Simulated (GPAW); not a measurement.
**A Ti chain with an O atom on top of one atom: relaxation, then transmission at several levels**

How well does a Ti chain with an O atom on top of one atom conduct once its atoms have relaxed, and how much do cheaper levels lose?

Program: GPAW 26.7.0. Level of theory: GPAW LCAO, PAW setups; relaxation of the junction within the symmetry of its start, lead ends held, in the first sound run; inputs show where later runs differ. Results are calculated unless marked as measured.

Most raw output is cut from this account.

### Step 1. Starting point

The cell holds 18 atoms: 17 Ti and 1 O. Its edges and angles: a = 9.000 Å, b = 9.000 Å, c = 39.100 Å, α = 90.0°, β = 90.0°, γ = 90.0°. Regions: left lead, 8 atoms (8 Ti); channel, 2 atoms (1 Ti and 1 O); right lead, 8 atoms (8 Ti). Vacuum lies along a and b. The structure is stacked along c, and the current runs across the ab planes.

### Step 2. Relaxation

Transmission follows bond lengths closely, so the atoms between the held lead ends are relaxed first, within whatever symmetry the start has.

Input file run.py:

```python
import json
from ase import Atoms
from ase.constraints import FixAtoms
from ase.optimize import BFGS
from gpaw import GPAW, FermiDirac

device = Atoms(
    ['Ti', 'Ti', 'Ti', 'Ti', 'Ti', 'Ti', 'Ti', 'Ti', 'Ti', 'O', 'Ti', 'Ti', 'Ti', 'Ti', 'Ti', 'Ti', 'Ti', 'Ti'],
    positions=[
        [4.50000, 4.50000, 1.15000],
        [4.50000, 4.50000, 3.45000],
        [4.50000, 4.50000, 5.75000],
        [4.50000, 4.50000, 8.05000],
        [4.50000, 4.50000, 10.35000],
        [4.50000, 4.50000, 12.65000],
        [4.50000, 4.50000, 14.95000],
        [4.50000, 4.50000, 17.25000],
        [4.50000, 4.50000, 19.55000],
        [5.98900, 4.50000, 19.55000],
        [4.50000, 4.50000, 21.85000],
        [4.50000, 4.50000, 24.15000],
        [4.50000, 4.50000, 26.45000],
        [4.50000, 4.50000, 28.75000],
        [4.50000, 4.50000, 31.05000],
        [4.50000, 4.50000, 33.35000],
        [4.50000, 4.50000, 35.65000],
        [4.50000, 4.50000, 37.95000]],
    cell=[[9.0, 0.0, 0.0], [0.0, 9.0, 0.0], [0.0, 0.0, 39.1]],
    pbc=True)

device.set_constraint(FixAtoms([0, 1, 2, 3, 4, 5, 6, 11, 12, 13, 14, 15, 16, 17]))
device.calc = GPAW(mode='lcao', basis='dzp', xc='PBE', h=0.18,
                   kpts={'size': (1, 1, 2), 'gamma': True},
                   symmetry={'tolerance': 1e-3, 'extra_ids': [1, 1, 1, 1, 1, 1, 1, 0, 0, 0, 0, 1, 1, 1, 1, 1, 1, 1]},
                   occupations=FermiDirac(0.1), maxiter=250,
                   mixer=dict(beta=0.1, nmaxold=8, weight=100.0),
                   convergence=dict(density=0.0001), txt='relax.txt')
path = []
opt = BFGS(device, maxstep=0.15)
opt.attach(lambda: path.append((device.get_potential_energy(), device.positions.tolist(), device.get_forces().tolist())))
relaxed = bool(opt.run(fmax=0.05, steps=50))
json.dump(dict(relaxed=relaxed, path=path, positions=device.positions.tolist(), moments=device.get_magnetic_moments().tolist(),
               forces=device.get_forces(apply_constraint=False).tolist()), open('result.json', 'w'))
```

Started as:

```bash
> OMP_NUM_THREADS=1 OPENBLAS_NUM_THREADS=1 python run.py
```

The job ended after 76 min (1 thread of Arm Neoverse V1, shared host; peak memory 2 GiB).

This run has no spin polarisation, although Ti can carry a moment.

Step by step:

| step | energy less that of the first step (eV) | largest force (eV/Å) |
| --- | --- | --- |
| 1 | 0.0000 | 12.9094 |
| 2 | -1.2126 | 2.3992 |
| 3 | -1.3103 | 1.6058 |
| 4 | -1.4950 | 2.9063 |
| 5 | -1.5954 | 2.0078 |
| 6 | -1.7755 | 0.6811 |
| 7 | -1.7927 | 0.6058 |
| 8 | -1.8429 | 1.1001 |
| 9 | -1.9697 | 2.0299 |
| 10 | -2.1149 | 2.4752 |
| 11 | -2.2155 | 2.3150 |
| 12 | -2.3285 | 1.8478 |
| 13 | -2.4691 | 1.1888 |
| 14 | -2.5792 | 1.0681 |
| 15 | -2.6517 | 2.2086 |
| 16 | -2.7636 | 2.3244 |
| 17 | -2.7843 | 2.1688 |
| 18 | -2.9215 | 0.8452 |
| 19 | -2.9820 | 0.1840 |
| 20 | -2.9860 | 0.0478 |

The atoms that moved most (Å):

| atom | dx | dy | dz | length |
| --- | --- | --- | --- | --- |
| Ti11 | 0.650 | 0.000 | -0.419 | 0.774 |
| Ti8 | 0.650 | 0.000 | 0.419 | 0.774 |
| Ti9 | -0.639 | 0.000 | 0.000 | 0.639 |
| O10 | -0.198 | 0.000 | 0.000 | 0.198 |

The relaxation lowered the energy of the cell by 2.99 eV (energies extrapolated to zero smearing; the optimiser's log prints free energies). The largest force left on a free atom is 0.048 eV/Å.

### Step 3. Double-zeta polarised basis

The script solves lead and junction separately, takes H and S in the orbital basis, and joins semi-infinite leads through their self-energies; the dzp basis is the working standard.

This step: GPAW LCAO, PAW setups; Landauer transmission from Green's functions with principal layers (ASE), zero bias (GPAW 26.7.0).

Input file run.py:

```python
import json
import numpy as np
from ase import Atoms
from ase.transport.calculators import TransportCalculator
from gpaw import GPAW, FermiDirac
from gpaw.lcao.tools import get_lcao_hamiltonian
from scipy.linalg import eigh

# The junction with lead layers at both ends, along the third cell vector
device = Atoms(
    ['Ti', 'Ti', 'Ti', 'Ti', 'Ti', 'Ti', 'Ti', 'Ti', 'Ti', 'O', 'Ti', 'Ti', 'Ti', 'Ti', 'Ti', 'Ti', 'Ti', 'Ti'],
    positions=[
        [4.50000, 4.50000, 1.15000],
        [4.50000, 4.50000, 3.45000],
        [4.50000, 4.50000, 5.75000],
        [4.50000, 4.50000, 8.05000],
        [4.50000, 4.50000, 10.35000],
        [4.50000, 4.50000, 12.65000],
        [4.50000, 4.50000, 14.95000],
        [5.15019, 4.50000, 17.66923],
        [3.86138, 4.50000, 19.55000],
        [5.79064, 4.50000, 19.55000],
        [5.15019, 4.50000, 21.43077],
        [4.50000, 4.50000, 24.15000],
        [4.50000, 4.50000, 26.45000],
        [4.50000, 4.50000, 28.75000],
        [4.50000, 4.50000, 31.05000],
        [4.50000, 4.50000, 33.35000],
        [4.50000, 4.50000, 35.65000],
        [4.50000, 4.50000, 37.95000]],
    cell=[[9.0, 0.0, 0.0], [0.0, 9.0, 0.0], [0.0, 0.0, 39.1]],
    pbc=True)

# One principal layer of the lead: the first 5 atoms of the device
lead = Atoms(
    ['Ti', 'Ti', 'Ti', 'Ti', 'Ti'],
    positions=[
        [4.50000, 4.50000, 1.15000],
        [4.50000, 4.50000, 3.45000],
        [4.50000, 4.50000, 5.75000],
        [4.50000, 4.50000, 8.05000],
        [4.50000, 4.50000, 10.35000]],
    cell=[[9.0, 0.0, 0.0], [0.0, 9.0, 0.0], [0.0, 0.0, 11.5]],
    pbc=True)

settings = dict(mode='lcao', basis='dzp', xc='PBE', h=0.18,
                occupations=FermiDirac(0.1), maxiter=250,
                mixer=dict(beta=0.1, nmaxold=8, weight=100.0),
                convergence=dict(density=0.0001))
energies = np.arange(-2, 2 + 1e-9, 0.025)
eta = 0.0001
n1, n2 = 1, 1
# k and -k transmit alike, so half of the mesh across the current serves
mesh = [(i, j) for i in range(n1) for j in range(n2) if (i, j) <= (-i % n1, -j % n2)]
weights = np.array([1 if (i, j) == (-i % n1, -j % n2) else 2 for i, j in mesh]) / (n1 * n2)

# [... helper functions left out ...]
fermi_lead = ground_state(lead, (1, 1, 10), 'lead.txt')
fermi_device = ground_state(device, (1, 1, 2), 'device.txt')
# [... loop over the mesh left out, but for ...]
        # Shift the lead onto the potential of the device's first layer
        shift = ((H[:, 0, 0] - H0[:, 0, 0]) / S0[0, 0]).real.mean()
# [...]
kT = 8.617333e-5 * 300
bias = [0.1, 0.2, 0.5, 1.0, 1.5, 2.0]
# [... integrals and printing left out ...]
```

The job ended after 6.8 min (1 thread; peak memory 2.2 GiB).

This step gave:

```yaml
conductance: 1.293 G₀
largest_coupling_past_the_next_principal_layer: 1.94e-7 eV
largest_misfit_of_the_first_principal_layer: 0.03884 eV
shift_that_aligns_the_lead: 7.57e-4 eV
basis_functions_of_the_junction: 506
basis_functions_of_a_principal_layer: 145
transmission_at_the_fermi_level_one_spin: 1.253
```

One spin. Table of transmission, zone mean by energy, zero at the Fermi level:

energy (eV), transmission, zone mean and a bar:
```
   -2.000       0.46 ####
   -1.900       0.62 ######
   -1.800       0.78 ########
   -1.700       0.90 #########
   -1.600       0.97 ##########
   -1.500       1.00 ##########
   -1.400       0.99 ##########
   -1.300       0.95 #########
   -1.200       0.90 #########
   -1.100       0.84 ########
   -1.000       0.86 ########
   -0.900       1.06 ##########
   -0.800       1.65 ################
   -0.700       1.33 #############
   -0.600       1.13 ###########
   -0.550       1.98 ####################
   -0.500       1.00 ##########
   -0.400       0.93 #########
   -0.300       0.94 #########
   -0.200       1.03 ##########
   -0.100       1.13 ###########
    0.000       1.25 ############
    0.100       1.94 ###################
    0.200       2.73 ###########################
    0.300       2.96 ##############################
    0.400       2.93 #############################
    0.450       2.99 ##############################
    0.500       2.92 #############################
    0.600       2.44 ########################
    0.700       2.26 #######################
    0.800       0.96 ##########
    0.900       0.62 ######
    1.000       0.50 #####
    1.100       0.42 ####
    1.200       0.38 ####
    1.300       0.36 ###
    1.400       0.39 ####
    1.475       1.29 #############
    1.500       0.75 #######
    1.575       1.17 ############
    1.600       0.92 #########
    1.700       0.99 ##########
    1.800       0.02 
    1.900       0.17 #
    2.000       0.03
```

Not self-consistent under bias; the bias window is split evenly. The current through one cell, from the zero-bias transmission by bias:

| bias (V) | current through one cell, from the zero-bias transmission (μA) |
| --- | --- |
| 0.100 | 10.2 |
| 0.200 | 21.3 |
| 0.500 | 62.2 |
| 1.000 | 138 |
| 1.500 | 208 |
| 2.000 | 248 |

Table of transmission of the three most open eigenchannels by energy, zero at the Fermi level:

| energy (eV) | channel 1 | channel 2 | channel 3 |
| --- | --- | --- | --- |
| -2.000 | 0.457 | 8.2e-7 | 0 |
| -1.800 | 0.778 | 8.1e-7 | 0 |
| -1.600 | 0.968 | 7.9e-7 | 0 |
| -1.400 | 0.989 | 7.7e-7 | 0 |
| -1.200 | 0.890 | 0.00579 | 2.0e-4 |
| -1.000 | 0.729 | 0.0814 | 0.0472 |
| -0.800 | 0.990 | 0.655 | 0.00330 |
| -0.600 | 0.598 | 0.464 | 0.0649 |
| -0.400 | 0.563 | 0.357 | 0.0111 |
| -0.200 | 0.995 | 0.0305 | 0.00488 |
| 0.000 | 0.860 | 0.345 | 0.0285 |
| 0.200 | 0.944 | 0.931 | 0.618 |
| 0.400 | 0.998 | 0.964 | 0.634 |
| 0.600 | 0.898 | 0.809 | 0.508 |
| 0.800 | 0.714 | 0.140 | 0.0484 |
| 1.000 | 0.478 | 0.0212 | 0.00250 |
| 1.200 | 0.341 | 0.0326 | 0.00131 |
| 1.400 | 0.273 | 0.0755 | 0.0285 |
| 1.600 | 0.660 | 0.262 | 4.6e-7 |
| 1.800 | 0.0146 | 0.00750 | 7.0e-7 |
| 2.000 | 0.0311 | 1.7e-4 | 4.4e-7 |

Couplings past the next layer reach 1.9e-7 eV, small enough to drop; the matrix elements of the cell's first layer differ from the bulk lead's by up to 0.039 eV. That layer keeps its own values in the calculation, and only beyond it is the lead taken as perfect. The Fermi levels of lead and junction count from different zeros of potential, one for each periodic cell; with both set to zero, the small remaining shift is what aligns them. By hand: G = 1.293 × 77.48 μS = 100 μS, a resistance of 9.98 kΩ; at 0.1 V a linear junction would pass 10.0 μA, and the integral over the bias window gives 10.2 μA.

### Step 4. Single-zeta polarised basis

The second zeta is dropped, the polarisation orbitals stay.

Changes to run.py since step 3:

```diff
@@ -45,3 +45,3 @@
 
-settings = dict(mode='lcao', basis='dzp', xc='PBE', h=0.18,
+settings = dict(mode='lcao', basis='szp(dzp)', xc='PBE', h=0.18,
                 occupations=FermiDirac(0.1), maxiter=250,
```

Wall time 4.1 min (1 thread); peak memory 2.1 GiB.

This step gave:

```yaml
conductance: 1.202 G₀
largest_coupling_past_the_next_principal_layer: 2.02e-7 eV
largest_misfit_of_the_first_principal_layer: 0.05247 eV
shift_that_aligns_the_lead: 0.006696 eV
basis_functions_of_the_junction: 281
basis_functions_of_a_principal_layer: 80
transmission_at_the_fermi_level_one_spin: 1.192
```

One spin. Transmission, zone mean against energy, zero at the Fermi level:

| energy (eV) | transmission, zone mean |
| --- | --- |
| -2.000 | 0.650 |
| -1.800 | 0.884 |
| -1.600 | 0.989 |
| -1.400 | 0.977 |
| -1.200 | 0.885 |
| -1.000 | 0.915 |
| -0.800 | 1.67 |
| -0.600 | 1.12 |
| -0.550 | 1.44 |
| -0.400 | 1.03 |
| -0.200 | 1.30 |
| 0.000 | 1.19 |
| 0.200 | 2.68 |
| 0.300 | 3.00 |
| 0.400 | 2.90 |
| 0.600 | 1.41 |
| 0.750 | 1.68 |
| 0.800 | 0.794 |
| 1.000 | 0.480 |
| 1.200 | 0.392 |
| 1.400 | 0.545 |
| 1.600 | 0.816 |
| 1.800 | 0.0972 |
| 2.000 | 0.0322 |

Not self-consistent under bias; the bias window is split evenly. The current through one cell, from the zero-bias transmission by bias:

| bias (V) | current through one cell, from the zero-bias transmission (μA) |
| --- | --- |
| 0.100 | 9.37 |
| 0.200 | 19.2 |
| 0.500 | 59.7 |
| 1.000 | 135 |
| 1.500 | 188 |
| 2.000 | 227 |

Transmission of the three most open eigenchannels against energy, zero at the Fermi level:

| energy (eV) | channel 1 | channel 2 | channel 3 |
| --- | --- | --- | --- |
| -2.000 | 0.650 | 5.7e-7 | 0 |
| -1.900 | 0.785 | 5.9e-7 | 0 |
| -1.800 | 0.884 | 6.2e-7 | 0 |
| -1.700 | 0.951 | 6.5e-7 | 0 |
| -1.600 | 0.989 | 6.8e-7 | 0 |
| -1.500 | 0.997 | 7.3e-7 | 0 |
| -1.400 | 0.977 | 8.1e-7 | 0 |
| -1.300 | 0.935 | 8.3e-4 | 3.1e-4 |
| -1.200 | 0.879 | 0.00513 | 5.9e-4 |
| -1.100 | 0.798 | 0.0220 | 8.5e-4 |
| -1.000 | 0.803 | 0.0990 | 0.0113 |
| -0.900 | 0.759 | 0.369 | 0.00203 |
| -0.800 | 0.991 | 0.668 | 0.00328 |
| -0.700 | 0.640 | 0.638 | 0.00761 |
| -0.600 | 0.625 | 0.451 | 0.0347 |
| -0.500 | 0.632 | 0.381 | 0.0337 |
| -0.400 | 0.648 | 0.372 | 0.0106 |
| -0.300 | 0.648 | 0.442 | 0.0130 |
| -0.200 | 0.821 | 0.451 | 0.0164 |
| -0.100 | 0.942 | 0.0636 | 0.0167 |
| 0.000 | 0.934 | 0.209 | 0.0347 |
| 0.100 | 0.961 | 0.337 | 0.0150 |
| 0.200 | 0.982 | 0.942 | 0.534 |
| 0.300 | 0.995 | 0.809 | 0.807 |
| 0.400 | 0.951 | 0.935 | 0.742 |
| 0.500 | 0.912 | 0.848 | 0.457 |
| 0.600 | 0.845 | 0.366 | 0.144 |
| 0.700 | 0.747 | 0.282 | 0.0214 |
| 0.800 | 0.641 | 0.144 | 0.00573 |
| 0.900 | 0.542 | 0.0189 | 0.00394 |
| 1.000 | 0.461 | 0.0157 | 0.00197 |
| 1.100 | 0.400 | 0.0197 | 0.00175 |
| 1.200 | 0.363 | 0.0265 | 0.00272 |
| 1.300 | 0.355 | 0.186 | 0.0331 |
| 1.400 | 0.442 | 0.0685 | 0.0317 |
| 1.500 | 0.866 | 0.123 | 1.1e-6 |
| 1.600 | 0.520 | 0.296 | 7.6e-7 |
| 1.700 | 0.0933 | 0.0128 | 6.4e-6 |
| 1.800 | 0.0781 | 0.0191 | 3.1e-6 |
| 1.900 | 0.524 | 0.00486 | 2.8e-6 |
| 2.000 | 0.0318 | 4.4e-4 | 1.4e-6 |

The conductance, 1.20 G₀, lies 7.0 % below that of the dzp run.

### Step 5. GPAW, sz: basis = "sz(dzp)"

One function for each valence shell of the setup, as for a first survey of a large system.

Changes to run.py since step 4:

```diff
@@ -45,3 +45,3 @@
 
-settings = dict(mode='lcao', basis='szp(dzp)', xc='PBE', h=0.18,
+settings = dict(mode='lcao', basis='sz(dzp)', xc='PBE', h=0.18,
                 occupations=FermiDirac(0.1), maxiter=250,
```

It took 2.8 min on 1 thread; peak memory 2 GiB.

This step gave:

| Quantity | Value |
| --- | --- |
| conductance | 1.199 G₀ |
| largest coupling past the next principal layer | 2.15e-7 eV |
| largest misfit of the first principal layer | 0.02129 eV |
| shift that aligns the lead | -0.004054 eV |
| basis functions of the junction | 225 |
| basis functions of a principal layer | 65 |
| transmission at the Fermi level (one spin) | 1.190 |
| open channels of the lead at the Fermi level (one spin) | 4 |

The conductance, 1.20 G₀, lies 7.3 % below that of the dzp run.

### Step 6. LDA in the dzp basis: xc = "LDA"

Back in the dzp basis, the functional changes from PBE to LDA, to set the spread between functionals beside that between bases.

Changes to run.py since step 5:

```diff
@@ -45,3 +45,3 @@
 
-settings = dict(mode='lcao', basis='sz(dzp)', xc='PBE', h=0.18,
+settings = dict(mode='lcao', basis='dzp', xc='LDA', h=0.18,
                 occupations=FermiDirac(0.1), maxiter=250,
```

Run time: 6.3 min. Hardware: 1 thread; peak memory 2.2 GiB.

Numbers from this step:

| Quantity | Value |
| --- | --- |
| conductance | 1.303 G₀ |
| largest coupling past the next principal layer | 2.50e-7 eV |
| largest misfit of the first principal layer | 0.05892 eV |
| shift that aligns the lead | 0.001009 eV |
| basis functions of the junction | 506 |
| basis functions of a principal layer | 145 |
| transmission at the Fermi level (one spin) | 1.237 |

One spin. Table of transmission, zone mean by energy, zero at the Fermi level:

energy (eV), transmission, zone mean and a bar:
```
   -2.000       0.40 ####
   -1.800       0.74 #######
   -1.600       0.96 #########
   -1.400       0.99 ##########
   -1.200       0.89 #########
   -1.000       0.80 ########
   -0.800       1.62 ################
   -0.600       1.03 ##########
   -0.525       1.82 ##################
   -0.400       0.88 #########
   -0.200       1.05 ##########
    0.000       1.24 ############
    0.200       2.71 ###########################
    0.400       2.96 #############################
    0.475       3.05 ##############################
    0.600       2.57 #########################
    0.800       0.96 #########
    1.000       0.44 ####
    1.200       0.33 ###
    1.400       0.38 ####
    1.450       1.05 ##########
    1.550       1.17 ###########
    1.600       0.75 #######
    1.800       0.05 
    2.000       0.01
```

The conductance, 1.30 G₀, lies 0.8 % above that of the dzp run.

### Step 7. The structure as built: geometry = "as built"

The dzp basis with PBE on the structure as first built shows what the relaxation was worth.

Changes to run.py since step 6:

```diff
@@ -19,6 +19,6 @@
         [4.50000, 4.50000, 14.95000],
-        [5.15019, 4.50000, 17.66923],
-        [3.86138, 4.50000, 19.55000],
-        [5.79064, 4.50000, 19.55000],
-        [5.15019, 4.50000, 21.43077],
+        [4.50000, 4.50000, 17.25000],
+        [4.50000, 4.50000, 19.55000],
+        [5.98900, 4.50000, 19.55000],
+        [4.50000, 4.50000, 21.85000],
         [4.50000, 4.50000, 24.15000],
@@ -45,3 +45,3 @@
 
-settings = dict(mode='lcao', basis='dzp', xc='LDA', h=0.18,
+settings = dict(mode='lcao', basis='dzp', xc='PBE', h=0.18,
                 occupations=FermiDirac(0.1), maxiter=250,
```

Elapsed: 6.8 min, on 1 thread; peak memory 2.2 GiB.

This step gave:

```yaml
conductance: 2.765 G₀
largest_coupling_past_the_next_principal_layer: 1.94e-7 eV
largest_misfit_of_the_first_principal_layer: 0.01293 eV
shift_that_aligns_the_lead: -9.05e-4 eV
transmission_at_the_fermi_level_one_spin: 2.749
```

One spin. The transmission, zone mean by energy, zero at the Fermi level:

energy (eV), transmission, zone mean and a bar from the least value:
```
   -2.000       0.87 
   -1.900       0.89 
   -1.800       0.90 
   -1.700       0.91 #
   -1.600       0.92 #
   -1.500       0.93 #
   -1.400       0.93 #
   -1.300       1.82 ##############
   -1.200       1.89 ###############
   -1.100       1.92 ###############
   -1.025       2.89 ##############################
   -1.000       2.02 #################
   -0.900       2.19 ###################
   -0.800       2.33 #####################
   -0.700       2.41 #######################
   -0.600       2.47 #######################
   -0.500       2.52 ########################
   -0.400       2.56 #########################
   -0.300       2.61 ##########################
   -0.200       2.66 ##########################
   -0.100       2.70 ###########################
    0.000       2.75 ############################
    0.100       2.89 ##############################
    0.200       2.88 ##############################
    0.300       2.88 ##############################
    0.400       2.89 ##############################
    0.500       2.90 ##############################
    0.600       2.89 ##############################
    0.700       2.90 ##############################
    0.775       2.91 ##############################
    0.800       2.91 ##############################
    0.900       2.12 ##################
    1.000       2.85 #############################
    1.100       2.07 ##################
    1.200       1.88 ###############
    1.300       1.84 ##############
    1.400       1.84 ##############
    1.500       1.83 ##############
    1.600       1.16 ####
    1.700       0.94 #
    1.800       0.96 #
    1.900       0.99 ##
    2.000       1.05 ###
```

The conductance, 2.76 G₀, lies 114 % above that of the dzp run.

### Step 8. Cost and result by level

Times are for 1 thread of Arm Neoverse V1, shared host. Results by setting:

| no. | run | conductance (G₀) | time | memory (GiB) |
| --- | --- | --- | --- | --- |
| 1 | dzp | 1.293 | 6.8 min | 2.2 |
| 2 | szp | 1.202 | 4.1 min | 2.1 |
| 3 | sz | 1.199 | 2.8 min | 2 |
| 4 | dzp LDA | 1.303 | 6.3 min | 2.2 |
| 5 | asbuilt | 2.765 | 6.8 min | 2.2 |

[end of part 1 of 2]

[Logs are printed without paths, hosts, clocks, repeated set-up lines and the standing remarks that a program may print on its own settings, such as how far it seeks lower states.]

[Hosts, paths, dates, database ids (printed as entryN), source tags and the programs' standing remarks are cut or masked in the printed files.]
